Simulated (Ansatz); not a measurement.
**InSe (R3m): zone-centre modes under pressure**

Aim: how do the optical modes of InSe (R3m) move with volume?

Program: Ansatz 0.2.0. Level of theory: DFT LDA, scalar-relativistic, plane waves, PAW; PAW set soft_1. Results are calculated unless marked as measured.

The database entry behind the starting cell differs from later determinations by our own check (c about 1.5 % long), so it need not match the best structure at ambient conditions.

**1. Starting point**

Symmetry: R3m, No. 160, trigonal system. Conventional cell: a = 4.000 Å, b = 4.000 Å, c = 25.320 Å, α = 90.00°, β = 90.00°, γ = 120.00°. Se has 3 In at 2.64 Å nearest. Nearest to Se lie 3 In at 2.63 Å. Nearest to In lie 3 Se at 2.64 Å and 1 In at 2.82 Å. In has 3 Se at 2.63 Å and 1 In at 2.82 Å nearest. Farther neighbours and most contacts between anions are not listed.

**2. Relaxation**

Harmonic phonons are second derivatives at a point where the forces vanish, and they are wanted at zero stress, so atoms and cell are relaxed first.

The input, input.yaml:

```yaml
crystal:
  lattice:
    - [2.0, 1.1547005384, 8.44]
    - [-2.0, 1.1547005384, 8.44]
    - [0.0, -2.3094010768, 8.44]
  atoms:
    - { symbol: Se, position: [0.3835, 0.3835, 0.3835] }
    - { symbol: Se, position: [0.1719, 0.1719, 0.1719] }
    - { symbol: In, position: [1.0, 0.0, 0.0] }
    - { symbol: In, position: [0.8886, 0.8886, 0.8886] }
kpoints:
  mp_grid: { grid: [12, 12, 12] }
hamiltonian:
  xc: lda
  pseudopotentials: { kind: paw, azcp: { folder: soft_1 }, xc_functional: pbe }
scf:
  occupations: { method: gaussian, width: 0.01 }
output:
  forces: true
  stress: true
  eigenvalues: true
  write_density: true
  write_potential: true
  elf: true
  volumetric_format: npy
relax:
  adjacent_minimum: "off"
  f_tol: 0.005
  max_steps: 80
  cell: { stress_tol: 0.05 }
```

On the command line:

```console
$ ansatz run input.yaml --threads 4 --pin off --max-ram 16384MiB --backend cpu --events-out ev --progress --plain --runs-dir out
```

Numbers of over 12 decimals in the logs are rounded to 6 here.

The program printed:

```text
basis.fft_grid_basis auto: the FFT boxes are laid along the combinations [[1, -1, 0], [0, 1, 0], [0, -1, 1]] of the cell's own vectors, 4.000, 8.750 and 4.000 Å long. The dense box has 27×60×27 points. Along the cell's own vectors, as sized, it would have 60×60×60, 4.94 times as many. Of the 6 symmetry operations that the crystal satisfies within crystal.symmetry.tolerance (time reversal apart; of a slab, those that  [...]
Engine: ansatz 0.2.0, x86_64-unknown-linux-gnu
Pseudopotentials: kind: paw
Pseudopotential: Se, paw, valence charge 16, recommended cutoff 420 eV (normal), soft_1/Se.paw.azcp
Pseudopotential: In, paw, valence charge 13, recommended cutoff 420 eV (normal), soft_1/In.paw.azcp
Functional definition: SPW92
  exchange = slater_x
  correlation = pw_c
Crystal: 4 atoms, lattice volume = 116.948 Å³
Basis set: ecut = 420 eV, 2309 PW (Γ), FFT grids on a1−a2, a2, −a2+a3
Bands: 35, of which v1, the nominal top of the filled ones, is band 29 counted from 1 (28 counted from 0)
Symmetry: 6 space group operations
Space group: R3m (ITA 160), of the structure as read, at distance tolerance 4.9e-5 Å
k-points: 189 of 1728 (time reversal used)
Non-local potential: Se, projectors of the file, l = 0: 2, l = 1: 2, l = 2: 3, l = 3: 1
Non-local potential: In, projectors of the file, l = 0: 2, l = 1: 2, l = 2: 2, l = 3: 1
PAW form: soft (Blöchl's): semilocal exchange-correlation on the pseudo side does not see the compensation charge
PAW frozen core: Se, regenerated for the run's functional, and the local potential with it (the file was generated under x = pbe(κ = 0.804, μ = 0.219515), c = pbe(β = 0.066725))
PAW frozen core: In, regenerated for the run's functional, and the local potential with it (the file was generated under x = pbe(κ = 0.804, μ = 0.219515), c = pbe(β = 0.066725))
PAW one-centre angular grid: Se, 590 points (default); XC on 64 Gauss nodes
PAW one-centre angular grid: In, 590 points (default); XC on 64 Gauss nodes
Initial density: superposition of atomic densities (chi_scale 0.1, normalization cell, long waves kept (reshape's long-wave potential 0.70 eV rms))
Initial wavefunctions: pseudopotential atomic-orbital guess
Functional: x = slater, c = lda
SCF iter   1: F=—  HF=-21685.593282 eV  |F-HF|=—  |Δ(HF+E_count)|=         —  Δρ=4.82e-2  dr2=1.53e1  ethr=3.10e-3  ⟨swp⟩=6.9  Hψ=28357  notcnv=0
preconditioner: auto → Resta (q_TF=auto, 2.427 Å⁻¹)  ε∞=3.1  [insulator: Δε(μ)=0.108 eV  Ē_g=14.477 eV  σ=0.010 eV  W_gap=1.00  n_scr=30 (ndim 8)  ℏωp=21.2 eV  f_vac=0.029  D(μ)=0.00/eV (n_scr^D=0)  ε∞_Penn≈3.1]
SCF iter   2: F=—  HF=-21683.050061 eV  |F-HF|=—  |Δ(HF+E_count)|=    2.54e0  Δρ=1.92e-2  dr2=5.12e-1  ethr=3.10e-3  ⟨swp⟩=4.7  Hψ=14499  notcnv=0  defer=216
SCF iter   3: F=—  HF=-21682.883174 eV  |F-HF|=—  |Δ(HF+E_count)|=   1.67e-1  Δρ=1.06e-2  dr2=1.08e-1  ethr=8.83e-4  ⟨swp⟩=3.3  Hψ=14550  notcnv=0  defer=221
SCF iter   4: F=—  HF=-21682.840042 eV  |F-HF|=—  |Δ(HF+E_count)|=   4.31e-2  Δρ=1.43e-3  dr2=5.51e-3  ethr=1.87e-4  ⟨swp⟩=2.9  Hψ=12205  notcnv=0  defer=221
SCF iter   5: F=—  HF=-21682.837119 eV  |F-HF|=—  |Δ(HF+E_count)|=   2.92e-3  Δρ=7.23e-4  dr2=7.80e-4  ethr=9.50e-6  ⟨swp⟩=2.8  Hψ=13220  notcnv=0  defer=221
SCF iter   6: F=—  HF=-21682.837234 eV  |F-HF|=—  |Δ(HF+E_count)|=   1.14e-4  Δρ=1.72e-4  dr2=1.39e-4  ethr=1.34e-6  ⟨swp⟩=2.0  Hψ=8301  notcnv=0  defer=221
SCF iter   7: F=—  HF=-21682.837221 eV  |F-HF|=—  |Δ(HF+E_count)|=   1.31e-5  Δρ=5.15e-5  dr2=1.28e-5  ethr=2.40e-7  ⟨swp⟩=2.0  Hψ=7123  notcnv=0  defer=221
SCF iter   8: F=—  HF=-21682.837221 eV  |F-HF|=—  |Δ(HF+E_count)|=   5.14e-7  Δρ=1.42e-5  dr2=2.72e-7  ethr=2.20e-8  ⟨swp⟩=2.0  Hψ=8898  notcnv=0  defer=221
SCF iter   9: F=-21682.837221 eV  HF=-21682.837221 eV  |F-HF|=2.36e-8  |Δ(HF+E_count)|=   2.30e-8  Δρ=3.69e-6  dr2=4.29e-8  ethr=1.72e-10  ⟨swp⟩=15.1  Hψ=52370  notcnv=0
SCF 1 converged in 9 iterations: F = -21682.837221 eV  dr2 = 4.29e-8
  greatest PAW one-centre occupation: 1.000 electrons in one spin orbital (limit 2), on the Se atom at site 1 (counted from 0), in its partial waves of l = 2
relax step   1: F+E_penalty+E_count = -21682.83722115 eV  Δ(F+E_penalty+E_count) = +0.000e0 eV  max|allowed force component| = 2.367e-1 eV/Å  Δτ_max = 0.0000 Å  P = -1.499 GPa  Ω = 116.948 Å³  (9 SCF iters, dr2 threshold 1.00e-7 eV, accepted)
Crystal: 4 atoms, lattice volume = 110.062 Å³
Basis set: ecut = 420 eV, 2187 PW (Γ), FFT grids on a1−a2, a2, −a2+a3
Initial density: handed on by an earlier stage of this run
Initial wavefunctions: those handed on with the density
iter 1 solved again at ethr=2.77e-4 eV; its pass at ethr=3.10e-3 eV (dr2=1.61e-1 eV) is discarded
SCF iter   1: F=—  HF=-21682.800700 eV  |F-HF|=—  |Δ(HF+E_count)|=         —  Δρ=7.58e-3  dr2=1.68e-1  ethr=2.77e-4  ⟨swp⟩=1.4  Hψ=33316  notcnv=0
preconditioner: auto → Resta (q_TF=auto, 2.452 Å⁻¹)  ε∞=3.4  [insulator: Δε(μ)=0.561 eV  Ē_g=14.154 eV  σ=0.010 eV  W_gap=1.00  n_scr=30 (ndim 8)  ℏωp=21.8 eV  f_vac=0.053  D(μ)=0.00/eV (n_scr^D=0)  ε∞_Penn≈3.4]
SCF iter   2: F=—  HF=-21682.765800 eV  |F-HF|=—  |Δ(HF+E_count)|=   3.49e-2  Δρ=2.30e-3  dr2=4.61e-3  ethr=2.77e-4  ⟨swp⟩=3.0  Hψ=11828  notcnv=0
SCF iter   3: F=—  HF=-21682.764580 eV  |F-HF|=—  |Δ(HF+E_count)|=   1.22e-3  Δρ=9.27e-4  dr2=7.33e-4  ethr=7.95e-6  ⟨swp⟩=2.6  Hψ=13875  notcnv=0  defer=94
SCF iter   4: F=—  HF=-21682.764629 eV  |F-HF|=—  |Δ(HF+E_count)|=   4.84e-5  Δρ=3.59e-4  dr2=1.34e-4  ethr=1.26e-6  ⟨swp⟩=2.0  Hψ=12287  notcnv=0  defer=94
SCF iter   5: F=—  HF=-21682.764651 eV  |F-HF|=—  |Δ(HF+E_count)|=   2.25e-5  Δρ=9.41e-5  dr2=9.91e-6  ethr=2.30e-7  ⟨swp⟩=2.0  Hψ=12475  notcnv=0  defer=94
SCF iter   6: F=—  HF=-21682.764650 eV  |F-HF|=—  |Δ(HF+E_count)|=   1.24e-6  Δρ=2.66e-5  dr2=1.07e-6  ethr=1.71e-8  ⟨swp⟩=2.8  Hψ=11955  notcnv=0  defer=94
SCF iter   7: F=-21682.764650 eV  HF=-21682.764650 eV  |F-HF|=1.22e-8  |Δ(HF+E_count)|=   4.86e-7  Δρ=1.02e-5  dr2=9.92e-8  ethr=6.90e-10  ⟨swp⟩=11.1  Hψ=50981  notcnv=0
SCF 2 converged in 7 iterations: F = -21682.764650 eV  dr2 = 9.92e-8
  Residual-converged pass: ⟨swp⟩=1.0  Hψ=7371  notcnv=0  max |occ|·‖R‖ = 7.0e-9 eV (tolerance 1.0e-8 eV)  dr2=9.92e-8  dr2_onsite=2.94e-8  max |Δocc| = 5.1e-319
relax step   2: F+E_penalty+E_count = -21682.76465029 eV  Δ(F+E_penalty+E_count) = +7.257e-2 eV  max|allowed force component| = 1.240e0 eV/Å  Δτ_max = 0.0874 Å  P = +1.888 GPa  Ω = 110.062 Å³  energy of the carried Pulay correction = +7.412e-4 eV  (7 SCF iters, dr2 threshold 4.00e-7 eV, rejected (line search))
Crystal: 4 atoms, lattice volume = 113.601 Å³
Basis set: ecut = 420 eV, 2259 PW (Γ), FFT grids on a1−a2, a2, −a2+a3
iter 1 solved again at ethr=1.44e-4 eV; its pass at ethr=3.10e-3 eV (dr2=8.34e-2 eV) is discarded
SCF iter   1: F=—  HF=-21682.883966 eV  |F-HF|=—  |Δ(HF+E_count)|=         —  Δρ=7.04e-3  dr2=8.52e-2  ethr=1.44e-4  ⟨swp⟩=1.6  Hψ=33474  notcnv=0
preconditioner: auto → Resta (q_TF=auto, 2.439 Å⁻¹)  ε∞=3.4  [insulator: Δε(μ)=0.243 eV  Ē_g=13.960 eV  σ=0.010 eV  W_gap=1.00  n_scr=30 (ndim 8)  ℏωp=21.5 eV  f_vac=0.072  D(μ)=0.00/eV (n_scr^D=0)  ε∞_Penn≈3.4]
SCF iter   2: F=—  HF=-21682.863275 eV  |F-HF|=—  |Δ(HF+E_count)|=   2.07e-2  Δρ=2.33e-3  dr2=4.08e-3  ethr=1.44e-4  ⟨swp⟩=3.0  Hψ=12900  notcnv=0
SCF iter   3: F=—  HF=-21682.862280 eV  |F-HF|=—  |Δ(HF+E_count)|=   9.95e-4  Δρ=7.15e-4  dr2=3.77e-4  ethr=7.03e-6  ⟨swp⟩=2.5  Hψ=12834  notcnv=0
SCF iter   4: F=—  HF=-21682.862424 eV  |F-HF|=—  |Δ(HF+E_count)|=   1.44e-4  Δρ=3.03e-4  dr2=7.45e-5  ethr=6.49e-7  ⟨swp⟩=2.0  Hψ=13227  notcnv=0
SCF iter   5: F=—  HF=-21682.862465 eV  |F-HF|=—  |Δ(HF+E_count)|=   4.04e-5  Δρ=7.76e-5  dr2=5.91e-6  ethr=1.28e-7  ⟨swp⟩=2.0  Hψ=12780  notcnv=0
SCF iter   6: F=—  HF=-21682.862462 eV  |F-HF|=—  |Δ(HF+E_count)|=   2.36e-6  Δρ=1.78e-5  dr2=5.97e-7  ethr=1.02e-8  ⟨swp⟩=2.0  Hψ=12096  notcnv=0
SCF iter   7: F=—  HF=-21682.862460 eV  |F-HF|=—  |Δ(HF+E_count)|=   1.88e-6  Δρ=8.20e-6  dr2=8.77e-8  ethr=1.03e-9  ⟨swp⟩=3.0  Hψ=11780  notcnv=0
SCF iter   8: F=—  HF=-21682.862460 eV  |F-HF|=—  |Δ(HF+E_count)|=   1.61e-8  Δρ=2.33e-6  dr2=7.53e-9  ethr=1.51e-10  ⟨swp⟩=2.0  Hψ=10148  notcnv=0
SCF iter   9: F=—  HF=-21682.862460 eV  |F-HF|=—  |Δ(HF+E_count)|=   2.23e-9  Δρ=6.41e-7  dr2=3.86e-10  ethr=1.30e-11  ⟨swp⟩=2.0  Hψ=12096  notcnv=0
SCF iter  10: F=—  HF=-21682.862460 eV  |F-HF|=—  |Δ(HF+E_count)|=  9.82e-11  Δρ=2.57e-7  dr2=8.42e-11  ethr=1.00e-12  ⟨swp⟩=6.6  Hψ=34396  notcnv=0
SCF iter  11: F=-21682.862460 eV  HF=-21682.862460 eV  |F-HF|=1.46e-11  |Δ(HF+E_count)|=  1.46e-11  Δρ=8.55e-8  dr2=1.78e-11  ethr=1.00e-12  ⟨swp⟩=6.0  Hψ=31229  notcnv=0
the search or the solves at the SCF's close seem to have found levels that the self-consistency loop had missed (the run counts 2). By its estimate they hold under 1e-12 electrons; where the run keeps them, the occupations were computed again with them
SCF 3 converged in 11 iterations: F = -21682.862460 eV  dr2 = 1.78e-11
relax step   3: F+E_penalty+E_count = -21682.86246030 eV  Δ(F+E_penalty+E_count) = -2.524e-2 eV  max|allowed force component| = 1.045e-1 eV/Å  Δτ_max = 0.0156 Å  P = -0.421 GPa  Ω = 113.601 Å³  energy of the carried Pulay correction = +3.509e-4 eV  (11 SCF iters, accepted)
[...]
relax step   4: F+E_penalty+E_count = -21682.86851488 eV  Δ(F+E_penalty+E_count) = -6.055e-3 eV  max|allowed force component| = 4.840e-2 eV/Å  Δτ_max = 0.0511 Å  P = +0.136 GPa  Ω = 110.575 Å³  energy of the carried Pulay correction = +6.832e-4 eV  (6 SCF iters, dr2 threshold 4.00e-7 eV, accepted)
[...]
relax step   5: F+E_penalty+E_count = -21682.86912419 eV  Δ(F+E_penalty+E_count) = -6.093e-4 eV  max|allowed force component| = 1.718e-2 eV/Å  Δτ_max = 0.0124 Å  P = +0.068 GPa  Ω = 111.207 Å³  energy of the carried Pulay correction = +6.125e-4 eV  (6 SCF iters, dr2 threshold 1.46e-7 eV, accepted)
[...]
relax step   6: F+E_penalty+E_count = -21682.86923798 eV  Δ(F+E_penalty+E_count) = -1.138e-4 eV  max|allowed force component| = 1.101e-3 eV/Å  Δτ_max = 0.0058 Å  P = -0.001 GPa  Ω = 111.172 Å³  energy of the carried Pulay correction = +6.165e-4 eV  (5 SCF iters, dr2 threshold 2.07e-8 eV, accepted)
Initial wavefunctions: pseudopotential atomic-orbital guess (no wavefunctions were taken with the density)
iter 1 solved again at ethr=4.68e-8 eV; its pass at ethr=3.10e-3 eV (dr2=2.72e-5 eV) is discarded
SCF iter   1: F=—  HF=-21682.868645 eV  |F-HF|=—  |Δ(HF+E_count)|=         —  Δρ=4.80e-5  dr2=5.30e-7  ethr=4.68e-8  ⟨swp⟩=3.7  Hψ=45956  notcnv=0
preconditioner: auto → Resta (q_TF=auto, 2.448 Å⁻¹)  ε∞=3.4  [insulator: Δε(μ)=0.200 eV  Ē_g=13.982 eV  σ=0.010 eV  W_gap=1.00  n_scr=30 (ndim 8)  ℏωp=21.7 eV  f_vac=0.057  D(μ)=0.00/eV (n_scr^D=0)  ε∞_Penn≈3.4]
SCF iter   2: F=—  HF=-21682.868646 eV  |F-HF|=—  |Δ(HF+E_count)|=   1.49e-6  Δρ=2.50e-5  dr2=1.66e-7  ethr=9.15e-10  ⟨swp⟩=2.0  Hψ=11795  notcnv=0
SCF iter   3: F=—  HF=-21682.868646 eV  |F-HF|=—  |Δ(HF+E_count)|=   5.11e-9  Δρ=5.62e-6  dr2=1.14e-8  ethr=2.86e-10  ⟨swp⟩=2.0  Hψ=10206  notcnv=0
SCF iter   4: F=—  HF=-21682.868646 eV  |F-HF|=—  |Δ(HF+E_count)|=   4.15e-9  Δρ=6.98e-7  dr2=1.44e-9  ethr=1.97e-11  ⟨swp⟩=2.0  Hψ=12096  notcnv=0
SCF iter   5: F=—  HF=-21682.868646 eV  |F-HF|=—  |Δ(HF+E_count)|=  3.57e-10  Δρ=3.01e-7  dr2=8.62e-11  ethr=2.48e-12  ⟨swp⟩=2.0  Hψ=12068  notcnv=0
SCF iter   6: F=-21682.868646 eV  HF=-21682.868646 eV  |F-HF|=3.64e-12  |Δ(HF+E_count)|=  2.91e-11  Δρ=6.21e-8  dr2=1.07e-11  ethr=1.00e-12  ⟨swp⟩=5.9  Hψ=29318  notcnv=0
SCF 7 converged in 6 iterations: F = -21682.868646 eV  dr2 = 1.07e-11
relax step   7: F+E_penalty+E_count = -21682.86864632 eV  Δ(F+E_penalty+E_count) = +5.917e-4 eV  max|allowed force component| = 1.156e-3 eV/Å  Δτ_max = 0.0000 Å  P = -0.002 GPa  Ω = 111.172 Å³  stress off target by 1.37e-2 GPa  SCF on the basis re-selected at this cell (its energy is not comparable with the rows above)  (6 SCF iters)
basis re-selected at this cell: Δ(F+E_penalty+E_count) = +5.917e-4 eV, ΔP = -0.002 GPa vs the last step (what re-selecting the basis moved, of the pressure what is left beyond the Pulay correction that the steps carried, after the strain that the cell walked since its last selection, with what the two solves' SCF thresholds leave and, on support functions, any second-order correction that the steps lacked; it is no m [...]
SCF converged after 6 iterations
Free energy (F): -21682.868646 eV
Harris-Foulkes:  -21682.868646 eV  (|F-HF|=3.64e-12)
Internal energy: -21682.868646 eV  (E = F + TS)
E sigma→0 (E₀):  -21682.868646 eV
Fermi energy:    7.664830 eV
--- Per-component energies (eV) ---
  E_band       = -908.839137
  E_kinetic    = 662.521397
  E_local      = -8058.230959  (includes V_loc(G=0)·N_el)
  E_nonlocal   = -40.065351
  E_hartree    = 3917.916442
  E_xc         = -453.753996
  E_vxc        = -362.451629  (∫ρ·V_xc dr)
  E_paw        = -12230.498662  (= ΣΔE_a)
  E_vpaw       = -946.444963  (= ΣTr[D̂ρ^β])
  E_aug_tail   = -0.000583  (compensation charges beyond the density's cutoff)
  E_ewald      = -5485.760725
  E_core_change = 5.003789  (= ΣΔE_core)
  E_smearing   = -0.000000  (= −TS)
  E_closure    = 0.000000  (closes the sum)
  Σ components = -21682.868646   (vs F -21682.868646, Δ=0.00e0)
--- Forces (eV/Å), atoms counted from 1 ---
  atom   1  Se     0.00000000    -0.00000000     0.00083534
  atom   2  Se     0.00000000     0.00000000    -0.00047270
  atom   3  In     0.00000000    -0.00000000    -0.00115564
  atom   4  In     0.00000000    -0.00000000     0.00079272
  max |Σ_I F_I| component: 2.71e-7 eV/Å
--- Stress (GPa, compression-positive) ---
        0.003252       0.000000       0.000000
        0.000000       0.003252      -0.000000
        0.000000      -0.000000      -0.013741
  P = ⅓ Tr σ = -0.0024 GPa (-0.024 kbar)
--- Band table (eV; the first three rows and the last of 189) ---
  k-point 0: bands = [... 25 lower, 6.1057, 6.1057, 6.2754, 6.2754, 9.2729, 9.4905, 11.7636, 11.7636, ... 2 higher]
  k-point 1: bands = [... 25 lower, 5.9378, 6.0038, 6.2000, 6.2682, 9.4380, 9.8910, 11.3434, 11.8379, ... 2 higher]
  k-point 2: bands = [... 25 lower, 5.6727, 5.7599, 5.9917, 6.3736, 9.6264, 10.1038, 11.1424, 11.9311, ... 2 higher]
  k-point 188: bands = [... 25 lower, 6.0277, 6.3645, 6.3645, 7.5649, 7.7648, 9.5525, 11.6450, 11.6450, ... 2 higher]
--- Relaxed structure (6 steps of the walk, 5 accepted, 1 SCFs on fresh bases) ---
  F+E_penalty+E_count = -21682.86864632 eV   max|allowed force component| = 1.156e-3 eV/Å   (the final SCF, on the basis selected at the relaxed cell)
  cell:  # Å, volume = 111.1720 Å³
    - [1.986410, 1.146854, 8.133306]
    - [-1.986410, 1.146854, 8.133306]
    - [0, -2.293709, 8.133306]
  atoms:
    - { symbol: Se, position: [0.385813, 0.385813, 0.385813] }
    - { symbol: Se, position: [0.169555, 0.169555, 0.169555] }
    - { symbol: In, position: [1.000513, 0.000512856, 0.000512856] }
    - { symbol: In, position: [0.888119, 0.888119, 0.888119] }
```

It took 40 s on 4 threads of AMD EPYC 9R45, shared host; peak memory 0.92 GiB; 2.6 min of CPU time.

Step by step:

```
step  energy less that of the first step (eV)  largest force component (eV/Å)  pressure (GPa)  volume (Å³)
   1                                   0.0000                          0.2367           -1.50       116.95
   2                                   0.0726                          1.2395            1.89       110.06
   3                                  -0.0252                          0.1045           -0.42       113.60
   4                                  -0.0313                          0.0484            0.14       110.58
   5                                  -0.0319                          0.0172            0.07       111.21
   6                                  -0.0320                          0.0011            0.00       111.17
  7*                                  -0.0314                          0.0012            0.00       111.17
```

Relaxation steps marked * repeat the geometry before them on a plane-wave basis chosen anew for their cell, so energy and pressure can jump there. Relaxation step 2 was tried and not accepted.

Forces are held to the 6 operations that the run works with; a distortion that breaks them can't arise in this run.

```
conventional cell, symmetrised  before   after  change
                         a (Å)   4.000   3.973  -0.7 %
                         b (Å)   4.000   3.973  -0.7 %
                         c (Å)  25.320  24.400  -3.6 %
              volume (Å³/atom)   29.24   27.79  -4.9 %
```

The atoms that moved most (Å, as changes of fractional coordinates times the final cell):

```
atom     dx     dy      dz  length
 Se2  0.000  0.000  -0.057   0.057
 Se1  0.000  0.000   0.056   0.056
 In3  0.000  0.000   0.013   0.013
 In4  0.000  0.000  -0.012   0.012
```

Final coordinates:

```xyz
4
Lattice="1.9864 1.1469 8.1333 -1.9864 1.1469 8.1333 0.0000 -2.2937 8.1333" Properties=species:S:1:pos:R:3 pbc="T T T"
Se    0.0000    0.0000    9.4138
Se    0.0000    0.0000    4.1371
In    1.9864    1.1469    8.1458
In    0.0000    0.0000   21.6700
```

This step gave:

- pressure: -0.002412 GPa
- gap on the k-mesh: 0.1999 eV
- volume per atom: 27.79 Å³

Electrostatic potential energy in the ac plane of the conventional cell at fractional y = 0.333, with atoms of Se and In within 0.2 Å of it. With pseudopotentials it is smooth inside the atoms' cores, unlike the true potential.

Ten even steps from '_' (-27 eV) to '@' (12 eV), each cell a mean:
```
%%%%%%%%%%%%##++******++**%%
@@@@@@@@@@%%**==**####++++%%
@@@@@@@@@@@@@@@@%%%%%%@@@@@@
@@@@%%%%@@@@@@@@@@@@@@@@@@@@
%%%%##%%%%@@@@@@@@@@@@@@@@@@
%%%%##%%%%%%@@@@@@@@@@@@@@@@
@@@@@@@@@@@@@@@@@@@@@@@@@@@@
%%%%%%%%%%@@@@@@@@@@@@@@@@@@
%%%%##%%%%%%@@@@@@@@@@@@@@@@
@@%%%%%%@@@@@@@@@@@@@@@@@@@@
@@@@@@@@@@@@@@@@@@@@@@@@@@@@
@@@@%%@@@@@@@@@@@@@@@@@@@@@@
%%%%%%%%%%%%**==::::::--**%%
%%@@@@@@@@##==__________--##
@@@@@@@@@@@@%%##******##%%@@
%%@@@@@@@@%%++..______..==##
%%%%%%%%%%%%**::......::++##
@@%%%%%%@@@@@@@@@@@@@@@@@@@@
@@@@@@@@@@@@@@@@@@@@@@@@@@@@
@@@@@@@@@@%%**++**##**++**%%
%%%%%%%%%%%%**++******++**%%
%%%%##%%%%%%@@@@@@@@@@@@@@@@
@@@@@@@@@@@@@@@@@@@@@@@@@@@@
%%%%%%%%%%@@@@@@@@@@@@@@@@@@
```
Columns run along a (4.0 Å; values clipped at the 3rd and 97th percentile), rows up along c (24.4 Å), edges of the conventional cell, whose origin can differ from the input's. Atoms in or near the plane, at fractional coordinates: Se at (0.67, 0.95), Se at (0.67, 0.16), In at (0.67, 0.33), In at (0.67, 0.45).

ELF in the ac plane of the conventional cell at fractional y = 0.333, with atoms of Se and In within 0.2 Å of it. It is the smooth field of the valence electrons, not physical close to the nuclei.

Ten even steps from '0' (0.01) to '9' (0.77), each cell a mean:
```
42224688767887
52114899756999
11111246777642
68886420000013
66766531000124
33333221000012
34443310000012
33333210000012
55655431000124
78887520000024
12221100000001
67776431111124
67776432212234
22222332100233
31002455444555
22122332111233
56765432111223
78887531111124
12221124555431
41014799878998
53224799756898
33333334444443
34554210000012
33333333333332
```
Columns run along a (4.0 Å), rows up along c (24.4 Å), edges of the conventional cell, whose origin can differ from the input's. Atoms in or near the plane, at fractional coordinates: Se at (0.67, 0.95), Se at (0.67, 0.16), In at (0.67, 0.33), In at (0.67, 0.45).

Valence density in the ac plane of the conventional cell at fractional y = 0.333, with atoms of Se and In within 0.2 Å of it. It is the smooth field of the valence electrons, not physical close to the nuclei.

Ten steps, logarithmic in the rise over the least value, from '0' (0 e/Å³) to '9' (24 e/Å³), each cell a mean:
```
11111123576321
00000124898521
00000001111100
11111000000000
11221100000001
11111000000000
00000000000000
01110000000000
11211100000000
11111000000000
00000000000000
01111000000000
11111113455321
00000125677531
00000011222110
00000124666531
11111124566421
11111000000000
00000000010000
00000124798421
11011124787421
11111000011000
00000000000000
01110000000000
```
Columns run along a (4.0 Å), rows up along c (24.4 Å), edges of the conventional cell, whose origin can differ from the input's. Atoms in or near the plane, at fractional coordinates: Se at (0.67, 0.95), Se at (0.67, 0.16), In at (0.67, 0.33), In at (0.67, 0.45).

In this step the volume went from 29.24 to 27.79 Å³/atom.

[end of part 1 of 3]

[Logs are printed without paths, hosts, clocks, repeated set-up lines and the standing remarks that a program may print on its own settings, such as how far it seeks lower states.]

[Hosts, paths, dates, database ids (printed as entryN), source tags and the programs' standing remarks are cut or masked in the printed files.]
